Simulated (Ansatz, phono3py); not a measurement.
# Scattering channels in SrO (Fm-3m), one at a time, part 6 of 6

The second- and third-order constants of SrO come from an earlier supercell run; what does phono3py make of them?

Experimental results on record:
- thermal conductivity 12 W/m/K near room temperature (given in “Combining the AFLOW GIBBS and Elastic Libraries to efficiently and robustly screen thermo-mechanical properties of solids”, 2017, arXiv:1611.05714)
- thermal conductivity 12 W/m/K near room temperature (given in “Predicting the lattice thermal conductivity of solids by solving the Boltzmann transport equation: AFLOW - AAPL an automated, accurate and efficient framework”, 2017, arXiv:1611.05481)

Ansatz 0.2.0 and phono3py 4.10.0; DFT LDA, scalar-relativistic, plane waves, PAW; PAW set soft_1 (the session's first sound run).

So far, κ at 300 K (W/m/K): step 3 (relaxation-time solution) 17.4; step 17 (Gaussian smearing, third order supercell 3×3×3, supercell 6×6×6) 18.7; step 18 (Gaussian smearing, third order supercell 3×3×3, supercell 6×6×6 (run 2)) 16.8; step 20 (without the dipole term, third order supercell 3×3×3, supercell 6×6×6) 17.2; step 21 (a changed mass, third order supercell 3×3×3, supercell 6×6×6) 19.5.

The database entry behind the starting cell differs from later determinations by our own check (about 0.5 % short), so it need not match the best structure at ambient conditions.

**22. Mass disorder, third order supercell 3×3×3, supercell 6×6×6**

Level of this step: DFT LDA, scalar-relativistic, plane waves, PAW; PAW set soft_1; phono3py on Ansatz's force constants (phono3py).

A typed mass variance takes the place of the natural one on the sites of one element, as a model of more or less disorder.

Input file phono3py.yaml:

```yaml
phono3py:
  version: "4.10.0"
  frequency_unit_conversion_factor: 15.633302
  symmetry_tolerance: 1.00000e-05

physical_unit:
  atomic_mass: "AMU"
  length: "angstrom"

space_group:
  type: "Fm-3m"
  number: 225
  Hall_symbol: "-F 4 2 3"

primitive_matrix:
- [  1.000000000000000,  0.000000000000000,  0.000000000000000 ]
- [  0.000000000000000,  1.000000000000000,  0.000000000000000 ]
- [  0.000000000000000,  0.000000000000000,  1.000000000000000 ]

supercell_matrix:
- [   3,   0,   0 ]
- [   0,   3,   0 ]
- [   0,   0,   3 ]

# [primitive_cell block left out]
unit_cell:
  lattice:
  - [     0.000000000000000,     2.532341022000000,     2.532341022000000 ] # a
  - [     2.532341022000000,     0.000000000000000,     2.532341022000000 ] # b
  - [     2.532341022000000,     2.532341022000000,     0.000000000000000 ] # c
  points:
  - symbol: Sr # 1
    coordinates: [  0.500000000000000,  0.500000000000000,  0.500000000000000 ]
    mass: 87.620000
    reduced_to: 1
  - symbol: O # 2
    coordinates: [  0.000000000000000,  0.000000000000000,  0.000000000000000 ]
    mass: 15.999000
    reduced_to: 2

# [supercell block left out]
phonon_supercell_matrix:
- [   6,   0,   0 ]
- [   0,   6,   0 ]
- [   0,   0,   6 ]

# [phonon_primitive_cell block left out]
# [phonon_supercell block left out]
nac:
  born_effective_charge:
  - # 1 (Sr)
    - [  2.473038633522776,  0.000000000000000,  0.000000000000000 ]
    - [  0.000000000000000,  2.473038633522776,  0.000000000000000 ]
    - [  0.000000000000000,  0.000000000000000,  2.473038633522776 ]
  - # 2 (O)
    - [ -2.473038633522776,  0.000000000000000,  0.000000000000000 ]
    - [  0.000000000000000, -2.473038633522776,  0.000000000000000 ]
    - [  0.000000000000000,  0.000000000000000, -2.473038633522776 ]
  dielectric_constant:
    - [  3.864138585864540,  0.000000000000000,  0.000000000000000 ]
    - [  0.000000000000000,  3.864138585864540,  0.000000000000000 ]
    - [  0.000000000000000,  0.000000000000000,  3.864138585864540 ]
  unit_conversion_factor: 14.399645
```

Launch:

```bash
$ phono3py phono3py.yaml --mesh 21 21 21 --br --isotope --mv 6.1e-05 0.03 --ts 50 100 150 200 300 400 500 600 800 1000
```

The program printed:

```text
[banner, memory and clock lines left out]
Rust backend (phonors) using rayon (8 threads).
Running in phono3py.load mode.
Spglib version 2.8.0
----------------------------- General settings -----------------------------
Run mode: conductivity-RTA
HDF5 data compression filter: gzip
Crystal structure was read from "phono3py.yaml".
Supercell (dim): [3 3 3]
Phonon supercell (dim-fc2): [6 6 6]
Primitive matrix:
  [1. 0. 0.]
  [0. 1. 0.]
  [0. 0. 1.]
Spacegroup: Fm-3m (225)
Use -v option to watch primitive cell, unit cell, and supercell structures.
NAC parameters were read from "phono3py.yaml".
fc3 was read from "fc3.hdf5".
fc2 was read from "fc2.hdf5".
----------------------------- Force constants ------------------------------
Max drift of fc3: 0.00000400 (xxx) 0.00000400 (xxx) 0.00000400 (xxx)
Max drift of fc2: 0.00003000 (xx) 0.00003000 (xx)
--------------------------- Calculation settings ---------------------------
Non-analytical term correction (NAC): True
NAC unit conversion factor:  14.39964
BZ integration: Tetrahedron-method
Temperature:  50.0  100.0  150.0  200.0  300.0 ... 1000.0
Cutoff frequency: 0.01
Mesh sampling: [ 21 21 21 ]
Generating grid system ... [ 21 21 21 ]
fc3-r2q-transformation over three atoms: True
========================== Warning ==========================
 Phonon frequency of band index 1 at Gamma is calculated to be 0.010187.
 But this frequency is forced to be zero.
========================== Warning ==========================
 Phonon frequency of band index 2 at Gamma is calculated to be 0.010187.
 But this frequency is forced to be zero.
========================== Warning ==========================
 Phonon frequency of band index 3 at Gamma is calculated to be 0.010187.
 But this frequency is forced to be zero.
--------------------------- Phonon calculations ----------------------------
  PRB 50, 13035(R) (1994), PRB 55, 10355 (1997)
  G-cutoff distance: 1.30, Number of G-points: 307, Lambda: 0.27
Running harmonic phonon calculations...
-------------------- Lattice thermal conductivity (RTA) --------------------
Running heat capacity calculations...
Running velocity calculations...
Running isotope scattering calculations with tetrahedron method...
======================= Grid point 0 (1/286) =======================
q-point: ( 0.00  0.00  0.00)
Boundary mean free path (millimeter): 1000.000
Mass variance parameters: 6.10e-05 3.00e-02
Number of triplets: 286
Frequency     group velocity (x, y, z)     |gv|
   0.010   (   0.000    0.000    0.000)    0.000
   0.010   (   0.000    0.000    0.000)    0.000
   0.010   (   0.000    0.000    0.000)    0.000
   6.462   (   0.000    0.000    0.000)    0.000
   6.462   (   0.000    0.000    0.000)    0.000
   6.462   (   0.000    0.000    0.000)    0.000
======================= Grid point 1 (2/286) =======================
q-point: ( 0.05  0.00  0.00)
Boundary mean free path (millimeter): 1000.000
Mass variance parameters: 6.10e-05 3.00e-02
Number of triplets: 891
Frequency     group velocity (x, y, z)     |gv|
   0.588   ( -20.497   20.497   20.497)   35.501
   0.588   ( -20.497   20.497   20.497)   35.501
   0.952   ( -33.544   33.544   33.544)   58.099
   6.513   (  -3.563    3.563    3.563)    6.171
   6.513   (  -3.563    3.563    3.563)    6.171
  14.158   (   1.453   -1.453   -1.453)    2.517
[283 grid points left out]
======================= Grid point 2458 (286/286) =======================
q-point: ( 0.71  0.48  0.24)
Boundary mean free path (millimeter): 1000.000
Mass variance parameters: 6.10e-05 3.00e-02
Number of triplets: 2431
Frequency     group velocity (x, y, z)     |gv|
   4.489   (   0.000    0.268    9.591)    9.595
   5.051   (  -0.000   16.273    1.917)   16.386
   5.253   (   0.000  -13.617   -8.946)   16.293
   8.435   (  -0.000   16.306    0.977)   16.335
   8.568   (   0.000  -14.128    3.970)   14.676
   9.860   (  -0.000    3.765  -14.002)   14.500
=================== End of collection of collisions ===================
----------- Thermal conductivity (W/m-k) with tetrahedron method -----------
#  T(K)        xx         yy         zz         yz         xz         xy
   50.0     234.788    234.788    234.788      0.000     -0.000     -0.000
  100.0      69.483     69.483     69.483     -0.000     -0.000     -0.000
  150.0      38.311     38.311     38.311     -0.000     -0.000     -0.000
  200.0      26.566     26.566     26.566     -0.000     -0.000     -0.000
  300.0      16.720     16.720     16.720     -0.000     -0.000     -0.000
  400.0      12.312     12.312     12.312     -0.000     -0.000     -0.000
  500.0       9.780      9.780      9.780     -0.000     -0.000     -0.000
  600.0       8.126      8.126      8.126     -0.000     -0.000     -0.000
  800.0       6.087      6.087      6.087     -0.000     -0.000     -0.000
 1000.0       4.872      4.872      4.872     -0.000     -0.000     -0.000

Thermal conductivity related properties were written into
"kappa-m212121.hdf5".
Summary of calculation was written in "phono3py.yaml".
```

Elapsed: 55 s, on 8 threads of AMD EPYC 7R43, shared host; peak memory 0.13 GiB; 6.2 min of CPU time.

Numbers from this step:

| Item | Value |
| --- | --- |
| κ at 300 K | 16.72 W/m/K |
| κ xx, yy, zz at 300 K | 16.72, 16.72, 16.72 W/m/K |

W/m/K. Kappa, by row:

```
T (K)     xx     yy     zz  yz  xz  xy
   50  234.8  234.8  234.8   0   0   0
  100  69.48  69.48  69.48   0   0   0
  150  38.31  38.31  38.31   0   0   0
  200  26.57  26.57  26.57   0   0   0
  300  16.72  16.72  16.72   0   0   0
  400  12.31  12.31  12.31   0   0   0
  500   9.78   9.78   9.78   0   0   0
  600  8.126  8.126  8.126   0   0   0
  800  6.087  6.087  6.087   0   0   0
 1000  4.872  4.872  4.872   0   0   0
```

κ at 300 K goes from 17.4 in the base run to 16.7 W/(m K).

**23. An input with a fault, third order supercell 3×3×3, supercell 6×6×6**

This input was changed on purpose, to see how the program answers.

phono3py.yaml is that of step 22.

Launch:

```bash
$ phono3py phono3py.yaml --mesh 9 9 9 --br --sigma 0.001 --ts 300
```

The program printed:

```text
[banner, memory and clock lines left out]
Rust backend (phonors) using rayon (8 threads).
Running in phono3py.load mode.
Spglib version 2.8.0
----------------------------- General settings -----------------------------
Run mode: conductivity-RTA
HDF5 data compression filter: gzip
Crystal structure was read from "phono3py.yaml".
Supercell (dim): [3 3 3]
Phonon supercell (dim-fc2): [6 6 6]
Primitive matrix:
  [1. 0. 0.]
  [0. 1. 0.]
  [0. 0. 1.]
Spacegroup: Fm-3m (225)
Use -v option to watch primitive cell, unit cell, and supercell structures.
NAC parameters were read from "phono3py.yaml".
fc3 was read from "fc3.hdf5".
fc2 was read from "fc2.hdf5".
----------------------------- Force constants ------------------------------
Max drift of fc3: 0.00000400 (xxx) 0.00000400 (xxx) 0.00000400 (xxx)
Max drift of fc2: 0.00003000 (xx) 0.00003000 (xx)
--------------------------- Calculation settings ---------------------------
Non-analytical term correction (NAC): True
NAC unit conversion factor:  14.39964
BZ integration: Smearing=0.001
Temperature:  300.0
Cutoff frequency: 0.01
Mesh sampling: [ 9 9 9 ]
Generating grid system ... [ 9 9 9 ]
fc3-r2q-transformation over three atoms: True
========================== Warning ==========================
 Phonon frequency of band index 1 at Gamma is calculated to be 0.010187.
 But this frequency is forced to be zero.
========================== Warning ==========================
 Phonon frequency of band index 2 at Gamma is calculated to be 0.010187.
 But this frequency is forced to be zero.
========================== Warning ==========================
 Phonon frequency of band index 3 at Gamma is calculated to be 0.010187.
 But this frequency is forced to be zero.
--------------------------- Phonon calculations ----------------------------
  PRB 50, 13035(R) (1994), PRB 55, 10355 (1997)
  G-cutoff distance: 1.30, Number of G-points: 307, Lambda: 0.27
Running harmonic phonon calculations...
-------------------- Lattice thermal conductivity (RTA) --------------------
Running heat capacity calculations...
Running velocity calculations...
======================= Grid point 0 (1/35) =======================
q-point: ( 0.00  0.00  0.00)
Boundary mean free path (millimeter): 1000.000
Number of triplets: 35
Frequency     group velocity (x, y, z)     |gv|
   0.010   (   0.000    0.000    0.000)    0.000
   0.010   (   0.000    0.000    0.000)    0.000
   0.010   (   0.000    0.000    0.000)    0.000
   6.462   (   0.000    0.000    0.000)    0.000
   6.462   (   0.000    0.000    0.000)    0.000
   6.462   (   0.000    0.000    0.000)    0.000
======================= Grid point 1 (2/35) =======================
q-point: ( 0.11  0.00  0.00)
Boundary mean free path (millimeter): 1000.000
Number of triplets: 85
Frequency     group velocity (x, y, z)     |gv|
   1.323   ( -18.333   18.333   18.333)   31.754
   1.323   ( -18.333   18.333   18.333)   31.754
   2.193   ( -32.300   32.300   32.300)   55.945
   6.735   (  -8.164    8.164    8.164)   14.140
   6.735   (  -8.164    8.164    8.164)   14.140
  14.080   (   2.570   -2.570   -2.570)    4.452
[32 grid points left out]
======================= Grid point 209 (35/35) =======================
q-point: ( 0.67  0.44  0.22)
Boundary mean free path (millimeter): 1000.000
Number of triplets: 205
Frequency     group velocity (x, y, z)     |gv|
   4.333   (   0.000   -0.091   14.220)   14.221
   4.906   (  -0.000   16.998    4.518)   17.588
   5.461   (   0.000   -9.301  -11.620)   14.884
   8.313   (  -0.000   16.562    1.963)   16.678
   8.570   (   0.000   -9.132    6.888)   11.439
  10.101   (   0.000    5.979  -28.415)   29.037
=================== End of collection of collisions ===================
----------- Thermal conductivity (W/m-k) for sigma=0.001 -----------
#  T(K)        xx         yy         zz         yz         xz         xy
  300.0  19573013.138 19573013.138 19573013.138     -0.000      0.000     -0.000

Thermal conductivity related properties and sigma 0.001
were written into "kappa-m999-s0.001.hdf5".
Summary of calculation was written in "phono3py.yaml".
```

The job ended after 5.7 s (8 threads; peak memory 0.13 GiB; 8 s of CPU time).

The run finished. A setting was moved off its sound value on purpose, so it serves as a test and not as the result.

The fault put into the input: a Gaussian far narrower than the mesh, no isotopes, with which κ at 300 K comes out at 2.0e7 W/(m K).

**24. What came out**

* κ at 300 K, RTA, natural isotopes, mesh 21×21×21: 17.4 W/m/K
* κ at 300 K, RTA, pure, mesh 21×21×21: 17.5 W/m/K
* κ at 300 K, LBTE, mesh 19×19×19: 17.6 W/m/K
* κ at 300 K, with coherences, mesh 21×21×21: 17.5 W/m/K
* κ at 300 K, no dipole term, mesh 21×21×21: 17.2 W/m/K

In words: On these constants κ of SrO at 300 K is 17.4 W/(m K) in the base run, by relaxation time; smearing and coherences move that between 16.8 and 18.7. The full solution gives 17.6 W/(m K) (phono3py, mesh 19×19×19). On the same constants and mesh Ansatz's figure, which includes its coherence part, and phono3py's, which doesn't, differ by up to 4.2 %; with phono3py's own coherence part added, which is defined differently, the largest difference is 0.14 %. The last step of the mesh series (19 to 25) moves κ at 300 K by -2.5 %, while the coarsest mesh gives 45 % of the densest value. Normal processes make 50 % of the three-phonon scattering at 300 K, weighting modes by their heat capacity. A boundary length of 0.1 µm leaves 44 % of κ at 300 K. A boundary length of 10 µm leaves 92 % of κ at 300 K. Scaling the mass of O by 0.8 at fixed force constants, a model exercise, multiplies the isotope-free κ by 1.12. A mass variance of 0.03 on the O sites, typed in place of the natural one, gives 96 % of the base value. A measured thermal conductivity near room temperature is 12 W/m/K (arXiv:1611.05714); the calculated 17.6 W/m/K differs by +47 %. Four-phonon, defect and boundary scattering, which are left out, would lower the calculated value; thermal expansion is left out too. The PAW files were made for PBE and are used here under another functional, for which the program regenerates the frozen cores.

[Logs are printed without paths, hosts, clocks, repeated set-up lines and the standing remarks that a program may print on its own settings, such as how far it seeks lower states.]

[Hosts, paths, dates, database ids (printed as entryN), source tags and the programs' standing remarks are cut or masked in the printed files.]

[A step with changed settings may run another functional than the one named; its input shows which.]
